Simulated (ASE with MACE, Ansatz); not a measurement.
# Σ11 (113)[1-10] symmetric tilt boundary in Mo (88 atoms): boundary energy

What is the boundary energy of this cell, counted against the bulk crystal, and how far does it hang on functional and mesh?

Calculated with Ansatz 0.2.0: Kohn-Sham DFT, PBE, PAW (set soft_2), plane waves; cutoff 420 eV, fermi-dirac smearing of 0.1 eV. Cutoffs: 420 eV for PBE and PBEsol; 500 eV for r2SCAN.

**The cells**

The cell holds 88 atoms: 88 Mo. Its edges and angles: a = 8.938 Å, b = 9.993 Å, c = 21.891 Å, α = 90.0°, β = 90.0°, γ = 132.1°. It derives from Mo. The starting structure: Two grains of Mo, one the mirror image of the other in the boundary plane, two boundaries a cell; of 6 trial joints (lateral shifts, openings, close atoms taken out) the lowest after a short relaxation with the MACE-MP-0b2 potential was kept (shift [0.5, 0.0] of the surface cell, opening 0.96 Å, one of each pair under 1.92 Å removed), then its atoms and the cell's length along the normal were relaxed with that potential. Lattice constants are starting values near those of PBE.

The bulk reference is Mo2 in a cell of 2 atoms, 15.777 Å³ an atom.

The input of the single point on the relaxed cell:

```yaml
crystal:
  lattice:
    - [8.93783, 0.0, 0.0]
    - [-6.70337, 7.41086, 0.0]
    - [0.0, 0.0, 21.89098]
  atoms:
    - { symbol: Mo, position: [0.45997, 0.2798, 0.00968] }
    - { symbol: Mo, position: [0.18072, 0.90748, 0.01512] }
    - { symbol: Mo, position: [0.4149, 0.55322, 0.03748] }
    - { symbol: Mo, position: [0.13163, 0.17527, 0.06737] }
    [... 82 atom lines left out ...]
    - { symbol: Mo, position: [0.2511, 0.00162, 0.51513] }
    - { symbol: Mo, position: [0.97185, 0.6293, 0.50968] }
kpoints:
  mp_grid: { grid: [5, 5, 2] }
hamiltonian:
  xc: pbe
scf:
  occupations: { method: fermi_dirac, width: 0.1 }
output:
  forces: true
  stress: true
  populations: true
  dos:
    method: { smearing: { sigma: 0.08 } }
    de: 0.1
    projected:
      site_lists:
        Mo: [Mo]
        lower_grain: [... 44 sites ...]
        upper_grain: [... 44 sites ...]
  eigenvalues: true
  write_density: true
  write_potential: true
  volumetric_format: npy
```

| cell | formula | k-mesh | relaxation steps | gain on relaxing (eV) | free energy, PBE (eV) | time of its runs on this page |
| --- | --- | --- | --- | --- | --- | --- |
| Sigma11 (113)[1-10] symmetric tilt boundary in Mo | Mo88 | 5×5×2 (relaxed on 4×3×1) | 4 | 2.50 | -436113.111 | 2.3 min |
| bulk Mo | Mo2 | 17×17×17 | - | - | -9912.065 | 9.2 s |

**Boundary energy**

The excess is the cell's free energy less 44 times that of the bulk cell. It is divided by twice the area, as the cell holds two boundaries, so the value is their mean, and they need not be alike (66.24 Å²), with 1 eV/Å² = 16.022 J/m².

```
           level  k-mesh  excess (eV)  boundary energy (J/m²)  per area (meV/Å²)
             PBE   5×5×2       17.756                   2.147              134.0
PBE, denser mesh   7×6×2       17.766                   2.149              134.1
          r2SCAN   5×5×2       19.686                   2.381              148.6
          PBEsol   5×5×2       19.848                   2.400              149.8
```

Worked for the first row at PBE: (-436113.111) − 44 × (-9912.065) = 17.756 eV (from unrounded energies).

Then 17.756 / (2 × 66.24) × 16.022 = 2.147 J/m².

**Findings**

At PBE the boundary energy is 2.15 J/m². At the same geometries the levels give 2.15 (PBE) to 2.40 J/m² (PBEsol) and the denser mesh leaves it within 0.01 J/m². Relaxing the atoms lowered it by 0.302 J/m² from the start (on the 4×3×1 mesh of the relaxation), and the farthest atom moved 0.21 Å.

Limits: The cell edges were held, so the lattice is the typed one for every functional, and the length along the normal is the one that the machine-learned potential gave. Cell and bulk are sampled on unlike meshes, and the error grows with the number of atoms subtracted. These are free energies under a smearing of 0.1 eV, whose entropy term isn't removed. The joint was picked among a few trials by a machine-learned potential, and a lower one may exist. In some runs the program notes that it cut back its plan to fit the GPU's memory and positions were snapped to a detected symmetry.

[Logs are printed without paths, hosts, clocks, repeated set-up lines and the standing remarks that a program may print on its own settings, such as how far it seeks lower states.]

[Hosts, paths, dates, database ids (printed as entryN), source tags and the programs' standing remarks are cut or masked in the printed files.]
